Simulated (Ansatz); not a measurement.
# Se on Ta(100): change of the work function, part 2 of 5

Wanted: Δφ(θ) for Se/Ta(100), starting from the top site.

Ansatz 0.2.0; plane-wave DFT, LDA, Ansatz PAW (the session's first sound run).

So far, work function, upper face (eV): step 2 (the clean slab) 3.98.

**3. The covered slab, k-mesh 5×5×1, coverage 0.25 ML**

System of this step: Se/Ta(100). The cell holds 21 atoms: 20 Ta and 1 Se. Cell: a = 6.620 Å, b = 6.620 Å, c = 27.274 Å, α = 90.0°, β = 90.0°, γ = 90.0°. Vacuum lies along c.

The clean slab as it ended is repeated in the plane and the adsorbate is set on one face; the cell's size fixes the coverage, and the k-mesh shrinks with it to keep the sampling density about even. Adsorbate and upper layers relax, since the dipole depends on the height.

input.yaml reads:

```yaml
crystal:
  lattice:
    - [6.62, 0.0, 0.0]
    - [0.0, 6.62, 0.0]
    - [0.0, 0.0, 27.27391153]
  atoms:
    - { symbol: Ta, position: [0.0, 0.0, 0.3299856711] }
    - { symbol: Ta, position: [0.25, 0.25, 0.3906663695] }
    - { symbol: Ta, position: [0.0, 0.0, 0.4486092454] }
    - { symbol: Ta, position: [0.25, 0.25, 0.5086813114] }
    - { symbol: Ta, position: [0.0, 0.0, 0.5583691768] }
    - { symbol: Ta, position: [0.0, 0.5, 0.3299856711] }
    - { symbol: Ta, position: [0.25, 0.75, 0.3906663695] }
    - { symbol: Ta, position: [0.0, 0.5, 0.4486092454] }
    - { symbol: Ta, position: [0.25, 0.75, 0.5086813114] }
    - { symbol: Ta, position: [0.0, 0.5, 0.5583691768] }
    - { symbol: Ta, position: [0.5, 0.0, 0.3299856711] }
    - { symbol: Ta, position: [0.75, 0.25, 0.3906663695] }
    - { symbol: Ta, position: [0.5, 0.0, 0.4486092454] }
    - { symbol: Ta, position: [0.75, 0.25, 0.5086813114] }
    - { symbol: Ta, position: [0.5, 0.0, 0.5583691768] }
    - { symbol: Ta, position: [0.5, 0.5, 0.3299856711] }
    - { symbol: Ta, position: [0.75, 0.75, 0.3906663695] }
    - { symbol: Ta, position: [0.5, 0.5, 0.4486092454] }
    - { symbol: Ta, position: [0.75, 0.75, 0.5086813114] }
    - { symbol: Ta, position: [0.5, 0.5, 0.5583691768] }
    - { symbol: Se, position: [0.0, 0.0, 0.6700143289] }
kpoints:
  mp_grid: { grid: [5, 5, 1] }
hamiltonian:
  xc: lda
scf:
  occupations: { method: fermi_dirac, width: 0.1 }
  convergence: { dr2_threshold: 1.0e-08 }
efield:
  axis: 3
  dipole_correction: true
  ramp_position: 0.97
  ramp_width: 0.06
relax:
  f_tol: 0.02
  max_steps: 60
  constraints: [{ sites: [0, 1, 5, 6, 10, 11, 15, 16] }]
output:
  bader: true
  dos: { projected: true, e_range: [-8, 4] }
  write_potential: true
  write_density: true
  volumetric_format: npy
  elf: true
```

Command:

```bash
> ansatz run input.yaml --threads 4 --pin off --max-ram 12288MiB --backend cpu --events-out ev --progress --plain --runs-dir out
```

Numbers of over 12 decimals in the logs are rounded to 6 here.

Output:

```text
[...]
Crystal: 21 atoms, lattice volume = 1195.263 Å³
Basis set: ecut = 420 eV, 23379 PW (Γ)
Bands: 166, of which v1, the nominal top of the filled ones, is band 138 counted from 1 (137 counted from 0)
Symmetry: 8 space group operations
[...]
k-points: 6 of 25
[...]
SCF iter   1: F=—  HF=-199018.954901 eV  |F-HF|=—  |Δ(HF+E_count)|=         —  Δρ=9.41e-3  dr2=1.78e1  ethr=1.77e-3  p=-0.446 e·Å  D=-6.76e-2 V/Å  ΔV_dip=1.84 eV  dr2_dipole=3.05e0  V_vac-E_F(+/−)=6.18/4.34 eV  ⟨swp⟩=13.8  Hψ=5197  notcnv=0
[...]
SCF iter  10: F=-199018.312838 eV  HF=-199018.312838 eV  |F-HF|=9.90e-10  |Δ(HF+E_count)|=   4.98e-9  Δρ=2.57e-7  dr2=2.36e-9  ethr=3.62e-12  p=-0.436 e·Å  D=-6.59e-2 V/Å  ΔV_dip=1.80 eV  dr2_dipole=5.35e-11  V_vac-E_F(+/−)=6.00/4.20 eV  ⟨swp⟩=13.3  Hψ=7468  notcnv=0
SCF 1 converged in 10 iterations: F = -199018.312838 eV  dr2 = 2.36e-9
[...]
relax step   1: F+E_penalty+E_count = -199018.31283827 eV  Δ(F+E_penalty+E_count) = +0.000e0 eV  max|allowed force component| = 3.517e0 eV/Å  Δτ_max = 0.0000 Å  (10 SCF iters, accepted)
[...]
iter 1 solved again at ethr=4.30e-4 eV; its pass at ethr=3.10e-3 eV (dr2=1.19e0 eV) is discarded
[...]
SCF iter   9: F=-199019.509613 eV  HF=-199019.509613 eV  |F-HF|=2.27e-9  |Δ(HF+E_count)|=   3.51e-8  Δρ=3.76e-7  dr2=2.75e-9  ethr=3.62e-12  p=-0.363 e·Å  D=-5.50e-2 V/Å  ΔV_dip=1.50 eV  dr2_dipole=6.76e-11  V_vac-E_F(+/−)=5.70/4.20 eV  ⟨swp⟩=12.5  Hψ=7710  notcnv=0
SCF 2 converged in 9 iterations: F = -199019.509613 eV  dr2 = 2.75e-9
relax step   2: F+E_penalty+E_count = -199019.50961323 eV  Δ(F+E_penalty+E_count) = -1.197e0 eV  max|allowed force component| = 3.135e0 eV/Å  Δτ_max = 0.1934 Å  (9 SCF iters, accepted)
[...]
SCF iter   8: F=-199020.192231 eV  HF=-199020.192231 eV  |F-HF|=1.83e-9  |Δ(HF+E_count)|=   1.31e-7  Δρ=5.72e-7  dr2=6.45e-9  ethr=3.62e-12  p=-0.268 e·Å  D=-4.06e-2 V/Å  ΔV_dip=1.11 eV  dr2_dipole=7.58e-11  V_vac-E_F(+/−)=5.30/4.20 eV  ⟨swp⟩=13.8  Hψ=8126  notcnv=0
SCF 3 converged in 8 iterations: F = -199020.192231 eV  dr2 = 6.45e-9
relax step   3: F+E_penalty+E_count = -199020.19223141 eV  Δ(F+E_penalty+E_count) = -6.826e-1 eV  max|allowed force component| = 3.746e-1 eV/Å  Δτ_max = 0.1953 Å  (8 SCF iters, accepted)
[...]
relax step   4: F+E_penalty+E_count = -199020.18571579 eV  Δ(F+E_penalty+E_count) = +6.516e-3 eV  max|allowed force component| = 3.725e-1 eV/Å  Δτ_max = 0.1943 Å  (9 SCF iters, rejected (line search))
[...]
relax step   5: F+E_penalty+E_count = -199020.22199146 eV  Δ(F+E_penalty+E_count) = -2.976e-2 eV  max|allowed force component| = 2.094e-1 eV/Å  Δτ_max = 0.0946 Å  (8 SCF iters, accepted)
[...]
relax step   6: F+E_penalty+E_count = -199020.22367987 eV  Δ(F+E_penalty+E_count) = -1.688e-3 eV  max|allowed force component| = 3.103e-2 eV/Å  Δτ_max = 0.0131 Å  (7 SCF iters, accepted)
SCF iter   1: F=—  HF=-199020.223584 eV  |F-HF|=—  |Δ(HF+E_count)|=         —  Δρ=1.17e-4  dr2=7.96e-4  ethr=3.58e-6  p=-0.265 e·Å  D=-4.01e-2 V/Å  ΔV_dip=1.09 eV  dr2_dipole=2.05e-5  V_vac-E_F(+/−)=5.29/4.20 eV  ⟨swp⟩=2.0  Hψ=1334  notcnv=0
[...]
SCF iter   6: F=-199020.223769 eV  HF=-199020.223769 eV  |F-HF|=3.06e-9  |Δ(HF+E_count)|=   4.62e-8  Δρ=3.63e-7  dr2=1.93e-9  ethr=3.62e-12  p=-0.264 e·Å  D=-4.00e-2 V/Å  ΔV_dip=1.09 eV  dr2_dipole=8.53e-11  V_vac-E_F(+/−)=5.29/4.20 eV  ⟨swp⟩=11.8  Hψ=7596  notcnv=0
SCF 7 converged in 6 iterations: F = -199020.223769 eV  dr2 = 1.93e-9
relax step   7: F+E_penalty+E_count = -199020.22376921 eV  Δ(F+E_penalty+E_count) = -8.934e-5 eV  max|allowed force component| = 3.256e-3 eV/Å  Δτ_max = 0.0036 Å  (6 SCF iters, accepted)
NSCF: frozen V_eff on 6 k-points
[...]
SCF converged after 6 iterations
Free energy (F): -199020.223769 eV
[...]
Internal energy: -199019.538996 eV  (E = F + TS)
E sigma→0 (E₀):  -199019.881383 eV
Entropy (-TS):   -0.684773 eV (-32.608 meV/atom)
Fermi energy:    2.632713 eV
Dipole field:    D = -0.040033 V/Å  (p = -0.264433 e·Å, saw-weighted, corrected)
Work function:   Φ+ = 5.2908 eV   Φ− = 4.1990 eV
[...]
--- Forces (eV/Å), atoms counted from 1 ---
  atom   1  Ta     0.00000000     0.00000000     2.02007263
  atom   2  Ta    -0.02941221    -0.02941221    -2.00893007
  atom   3  Ta     0.00000000     0.00000000     0.00248000
  atom   4  Ta     0.00094788     0.00094788    -0.00136837
  atom   5  Ta     0.00000000     0.00000000    -0.00052693
  atom   6  Ta     0.00000000     0.00000000     1.99042111
  atom   7  Ta    -0.02941221     0.02941221    -2.00893007
  atom   8  Ta    -0.00000000     0.00000000     0.00171984
  atom   9  Ta     0.00094788    -0.00094788    -0.00136837
  atom  10  Ta    -0.00000000     0.00000000    -0.00249223
  atom  11  Ta    -0.00000000     0.00000000     1.99042111
  atom  12  Ta     0.02941221    -0.02941221    -2.00893007
  atom  13  Ta    -0.00000000     0.00000000     0.00171984
  atom  14  Ta    -0.00094788     0.00094788    -0.00136837
  atom  15  Ta     0.00000000     0.00000000    -0.00249223
  atom  16  Ta    -0.00000000     0.00000000     2.03584734
  atom  17  Ta     0.02941221     0.02941221    -2.00893007
  atom  18  Ta    -0.00000000     0.00000000     0.00325624
  atom  19  Ta    -0.00094788    -0.00094788    -0.00136837
  atom  20  Ta    -0.00000000     0.00000000    -0.00177399
  atom  21  Se    -0.00000000     0.00000000     0.00244384
  max |Σ_I F_I| component: 9.72e-5 eV/Å
--- Band table (eV; the first three rows and the last of 6) ---
  k-point 0: bands = [... 134 lower, 2.5995, 2.7671, 2.7671, 3.0337, 3.1054, 3.1054, 3.2967, 3.2967, ... 24 higher]
  k-point 1: bands = [... 134 lower, 2.5130, 2.6468, 2.6920, 2.7686, 2.9054, 2.9483, 3.1936, 3.2182, ... 24 higher]
  k-point 2: bands = [... 134 lower, 2.4815, 2.4910, 2.5530, 2.5628, 2.6869, 2.7904, 2.8332, 2.9423, ... 24 higher]
  k-point 5: bands = [... 134 lower, 1.8709, 1.9642, 1.9677, 2.0359, 2.1161, 2.1240, 2.5158, 2.9917, ... 24 higher]
--- Relaxed structure (7 steps of the walk, 6 accepted, 0 SCFs on fresh bases) ---
  F+E_penalty+E_count = -199020.22376921 eV   max|allowed force component| = 3.256e-3 eV/Å
  atoms:
    - { symbol: Ta, position: [0.0, 0.0, 0.3299856711] }
    - { symbol: Ta, position: [0.25, 0.25, 0.3906663695] }
    - { symbol: Ta, position: [0, 0.0, 0.448064] }
    - { symbol: Ta, position: [0.249146, 0.249146, 0.508808] }
    - { symbol: Ta, position: [0, 0.0, 0.567271] }
    - { symbol: Ta, position: [0.0, 0.5, 0.3299856711] }
    - { symbol: Ta, position: [0.25, 0.750000, 0.3906663695] }
    - { symbol: Ta, position: [0, 0.5, 0.448967] }
    - { symbol: Ta, position: [0.249146, 0.750854, 0.508808] }
    - { symbol: Ta, position: [0, 0.5, 0.559936] }
    - { symbol: Ta, position: [0.5, 0.0, 0.3299856711] }
    - { symbol: Ta, position: [0.750000, 0.25, 0.3906663695] }
    - { symbol: Ta, position: [0.5, 0.0, 0.448967] }
    - { symbol: Ta, position: [0.750854, 0.249146, 0.508808] }
    - { symbol: Ta, position: [0.5, 0.0, 0.559936] }
    - { symbol: Ta, position: [0.5, 0.5, 0.3299856711] }
    - { symbol: Ta, position: [0.750000, 0.750000, 0.3906663695] }
    - { symbol: Ta, position: [0.5, 0.5, 0.448544] }
    - { symbol: Ta, position: [0.750854, 0.750854, 0.508808] }
    - { symbol: Ta, position: [0.5, 0.5, 0.556808] }
    - { symbol: Se, position: [0, 0.0, 0.652692] }
--- Bader charges: 21 sites ---
  site symbol  charge [e]  shift [e]
     0     Ta     -0.0996     0.0000
     1     Ta      0.0386     0.0000
     2     Ta      0.0761     0.0000
     3     Ta      0.0052     0.0001
     4     Ta      0.4743     0.0006
     5     Ta     -0.1092     0.0000
     6     Ta      0.0386     0.0000
     7     Ta      0.1523     0.0000
     8     Ta      0.0052     0.0001
     9     Ta      0.0106     0.0000
    10     Ta     -0.1092     0.0000
    11     Ta      0.0386     0.0000
    12     Ta      0.1523     0.0000
    13     Ta      0.0052     0.0001
    14     Ta      0.0106     0.0000
    15     Ta     -0.1058     0.0000
    16     Ta      0.0386     0.0000
    17     Ta      0.1554     0.0000
    18     Ta      0.0052     0.0001
    19     Ta     -0.0634     0.0002
    20     Se     -0.7198     0.0006
  estimated error of the sums over rays = 8.7e-4 e
```

It took 6.4 min on 4 threads of Arm Neoverse V1, shared host; peak memory 4.1 GiB; 26 min of CPU time.

The steps of the relaxation:

```csv
step,energy less that of the first step (eV),largest force component (eV/Å)
1,0.0000,3.5173
2,-1.1968,3.1345
3,-1.8794,0.3746
4,-1.8729,0.3725
5,-1.9092,0.2094
6,-1.9108,0.0310
7,-1.9109,0.0033
```

Relaxation step 4 was tried and not accepted.

The run keeps the 8 symmetry operations that it works with, so distortions that break them were not tested.

The atoms that moved most (Å):

```csv
atom,dx,dy,dz,length
Se21,0.000,0.000,-0.472,0.472
Ta5,0.000,0.000,0.243,0.243
Ta15,0.000,0.000,0.043,0.043
Ta10,0.000,0.000,0.043,0.043
Ta20,0.000,0.000,-0.043,0.043
Ta3,0.000,0.000,-0.015,0.015
Ta8,0.000,0.000,0.010,0.010
Ta13,0.000,0.000,0.010,0.010
```

Final coordinates:

```
Ta Se
1.0
     6.62000    0.00000    0.00000
     0.00000    6.62000    0.00000
     0.00000    0.00000   27.27391
Ta Se
20 1
Direct
  0.00000 0.00000 0.32999
  0.25000 0.25000 0.39067
  0.00000 0.00000 0.44806
  0.24915 0.24915 0.50881
  0.00000 0.00000 0.56727
  0.00000 0.50000 0.32999
  0.25000 0.75000 0.39067
  0.00000 0.50000 0.44897
  0.24915 0.75085 0.50881
  0.00000 0.50000 0.55994
  0.50000 0.00000 0.32999
  0.75000 0.25000 0.39067
  0.50000 0.00000 0.44897
  0.75085 0.24915 0.50881
  0.50000 0.00000 0.55994
  0.50000 0.50000 0.32999
  0.75000 0.75000 0.39067
  0.50000 0.50000 0.44854
  0.75085 0.75085 0.50881
  0.50000 0.50000 0.55681
  0.00000 0.00000 0.65269
```

Numbers from this step:

```yaml
energy_at_zero_smearing: -199019.8814 eV
work_function_upper_face: 5.291 eV
work_function_lower_face: 4.199 eV
dipole_along_the_normal: -0.2644 e·Å
step_between_the_vacuum_levels: 1.092 eV
```

Running mean over 1.655 Å of the planar mean; the ramp of the sawtooth is left out. The electron's electrostatic potential energy less the Fermi level by z:

z (Å), electron's electrostatic potential energy less the Fermi level (eV) and a bar from the least value:
```
        4        4.2 ############################
        5        4.2 ############################
        6        4.1 ############################
        7        3.2 ##########################
        8       -2.3 ################
        9       -9.5 ###
       10       -9.9 ##
       11      -10.3 ##
       12      -10.3 ##
       13      -10.0 ##
       14      -11.0 #
       15      -11.3 
       16       -5.0 ###########
       17        2.1 ########################
       18        3.2 ##########################
       19        4.6 #############################
       20        5.2 ##############################
       21        5.3 ##############################
       22        5.3 ##############################
       23        5.3 ##############################
       24        5.3 ##############################
```

The density of states has structure finer than the step of the table below, so its rows give means over 0.25 eV, whole bins alone (the curve runs from -8 to 1.98 eV). Peaks (eV: height): -1.830: 36.9, -1.680: 82.5, -1.590: 35.6, -1.440: 144, -1.020: 43.3, -0.510: 47.4, -0.120: 37.1.

The density of states by energy, zero at the Fermi level; means over each step:

energy (eV), density of states (states/eV a cell) and a bar:
```
    -7.75          0 
    -7.50          0 
    -7.25          1 #
    -7.00          1 #
    -6.75          2 #
    -6.50          2 #
    -6.25          1 #
    -6.00          1 
    -5.75          5 ####
    -5.50          2 #
    -5.25          5 ####
    -5.00          2 #
    -4.75          8 #####
    -4.50          5 ####
    -4.25          8 ######
    -4.00         13 #########
    -3.75         19 ##############
    -3.50         13 #########
    -3.25         22 ################
    -3.00         21 ###############
    -2.75         20 ###############
    -2.50         14 ##########
    -2.25         15 ##########
    -2.00         16 ############
    -1.75         31 ######################
    -1.50         42 ##############################
    -1.25         30 #####################
    -1.00         29 #####################
    -0.75         26 ###################
    -0.50         29 #####################
    -0.25         28 ####################
     0.00         19 ##############
     0.25         16 ###########
     0.50         28 ####################
     0.75         25 ##################
     1.00         23 ################
     1.25         18 #############
     1.50         16 ###########
     1.75         16 ############
```

Projected DOS per atom over height of the atomic layer and energy from the Fermi level. Layers: Ta4 Ta4 Ta4 Ta4 Ta4 Se from below.

Values in states/eV, 22 rows by 6 columns, each cell a mean:
```
1.41 0.48 0.69 0.42 1.18 0.38
1.21 0.44 0.54 0.41 1.42 0.43
1.67 0.64 0.63 0.50 1.89 0.28
2.63 0.91 0.55 0.55 0.94 0.11
1.27 0.81 0.80 0.89 1.01 0.45
1.71 1.09 1.28 1.17 1.43 0.73
1.62 1.08 1.18 1.29 1.35 1.06
1.55 1.64 1.83 1.64 1.33 1.13
1.02 1.00 0.63 0.88 1.22 3.54
0.65 0.91 0.59 0.85 0.89 1.75
0.88 1.11 0.91 1.07 1.02 0.65
0.88 0.95 0.90 0.98 0.98 0.46
0.63 0.85 1.06 0.89 0.64 0.17
0.34 0.55 0.69 0.55 0.33 0.10
0.25 0.40 0.39 0.40 0.23 0.05
0.16 0.20 0.16 0.20 0.14 0.03
0.13 0.19 0.17 0.18 0.11 0.02
0.07 0.10 0.09 0.10 0.06 0.01
0.04 0.10 0.12 0.09 0.04 0.01
0.04 0.09 0.11 0.08 0.03 0.01
0.02 0.06 0.07 0.05 0.02 0.00
0.00 0.00 0.00 0.00 0.00 0.00
```
Columns: height of the atomic layer (Å) from 9 to 17.8 (not evenly spaced); rows upwards: energy from the Fermi level (eV) from -7.96 to 1.95.

Electrostatic potential energy in the ca plane at fractional y = 0.000, with atoms of Ta and Se within 0.2 Å of it. With pseudopotentials it is smooth inside the atoms' cores, unlike the true potential.

Ten even steps from '0' (-67 eV) to '9' (8 eV), each cell a mean:
```
10158997410158997400158778868999999999999999
43478998643578998643578876679999999999999999
77789999877889999877789988899999999999999999
99999999999999999999999999999999999999999999
99999999999999999999999999999999999999999999
88899999988899999888899999999999999999999999
65689999765689998655789999999999999999999999
21268998521368986312478999999999999999999999
00048997400048985100368999999999999999999999
10158998510158986200378999999999999999999999
43478998743578997534689999999999999999999999
77789999877789999877899999999999999999999999
99999999999999999999999999999999999999999999
99999999999999999999999999999999999999999999
88899999988899999988899999999999999999999999
65689999765689999765689877789999999999999999
21268998521368998521368767768999999999999999
00048997400058997400057678868999999999999999
```
Columns run along c (16.0 Å, from fractional 0.32 to 0.90 of the cell; values clipped at the 3rd and 97th percentile), rows up along a (6.6 Å). Atoms in or near the plane, at fractional coordinates: Ta at (0.33, 0.00), Ta at (0.45, 0.00), Ta at (0.57, 0.00), Ta at (0.33, 0.50), Ta at (0.45, 0.50), Ta at (0.56, 0.50), Se at (0.65, 0.00).

ELF in the ca plane at fractional y = 0.000, with atoms of Ta and Se within 0.2 Å of it. It is the smooth field of the valence electrons, not physical close to the nuclei.

Ten even steps from '0' (0.00) to '9' (0.87), each cell a mean:
```
64663432664752332764755873599974200000000000
77633552467633542467635888899864100000000000
23335554322234554333214788898752100000000000
23555455533345456653213677776531000000000000
34665445544455456654222344543210000000000000
22345555422235555332111111211100000000000000
55434653345424653355311000000000000000000000
77753542576742543777731000000000000000000000
51563432651662435713851000000000000000000000
64663432663752434745841000000000000000000000
77633552367633553577521000000000000000000000
23335554322224654332111101110000000000000000
23555455533345556543211223332110000000000000
34665445543455456764223466665421000000000000
22345555322235555432114788887642100000000000
55434653345424553345425888999863100000000000
77753542576742442577745886799974200000000000
51563432651652333851555862399975200000000000
```
Columns run along c (16.0 Å, from fractional 0.32 to 0.90 of the cell), rows up along a (6.6 Å). Atoms in or near the plane, at fractional coordinates: Ta at (0.33, 0.00), Ta at (0.45, 0.00), Ta at (0.57, 0.00), Ta at (0.33, 0.50), Ta at (0.45, 0.50), Ta at (0.56, 0.50), Se at (0.65, 0.00).

Valence density in the ca plane at fractional y = 0.000, with atoms of Ta and Se within 0.2 Å of it. It is the smooth field of the valence electrons, not physical close to the nuclei.

Values in e/Å³, 10 rows by 16 columns, each cell a mean:
```
 4  1  0  3  2  0  2  3  1  8  0  0  0  0  0  0
 1  0  0  1  0  0  0  0  0  0  0  0  0  0  0  0
 0  0  0  0  0  0  0  0  0  0  0  0  0  0  0  0
 1  0  0  1  1  0  1  1  0  0  0  0  0  0  0  0
 4  1  0  3  2  0  3  2  0  0  0  0  0  0  0  0
 4  1  0  3  2  0  3  2  0  0  0  0  0  0  0  0
 1  0  0  1  0  0  1  0  0  0  0  0  0  0  0  0
 0  0  0  0  0  0  0  0  0  0  0  0  0  0  0  0
 1  0  0  1  1  0  1  1  0  1  0  0  0  0  0  0
 4  1  0  4  2  0  3  3  2 15  0  0  0  0  0  0
```
Columns run along c (16.0 Å, from fractional 0.32 to 0.90 of the cell), rows up along a (6.6 Å). Atoms in or near the plane, at fractional coordinates: Ta at (0.33, 0.00), Ta at (0.45, 0.00), Ta at (0.57, 0.00), Ta at (0.33, 0.50), Ta at (0.45, 0.50), Ta at (0.56, 0.50), Se at (0.65, 0.00).

The relaxation took 7 steps and lowered the energy by 1.9 eV; the largest force on the free atoms ends at 0.0033 eV/Å.

By hand: a sheet of dipoles makes a step −p/(ε₀A) in the electron's potential. With e/ε₀ = 180.95 V·Å, p = -0.2644 e·Å and A = 43.82 Å², that is −180.95 × (-0.2644) / 43.82 = +1.092 eV, and the two vacuum levels of the run differ by +1.092 eV.

The covered face has 5.29 eV, +1.31 eV against the clean one; the bare back face has moved by +0.00 eV, a measure of how thin the slab is.

(Continued in part 3 of 5.)

[Logs are printed without paths, hosts, clocks, repeated set-up lines and the standing remarks that a program may print on its own settings, such as how far it seeks lower states.]

[Hosts, paths, dates, database ids (printed as entryN), source tags and the programs' standing remarks are cut or masked in the printed files.]

[Maps of the electrostatic potential energy from Ansatz leave out the sawtooth potential of an applied field or a dipole correction, so their vacuum need not be flat; planar profiles and work functions include it.]

[The density of states shown here was stored with 400 of the rows of the run's finer table, so its peaks can read low, often by over a quarter, or be missed, and its means over a window can be off by a tenth or more.]
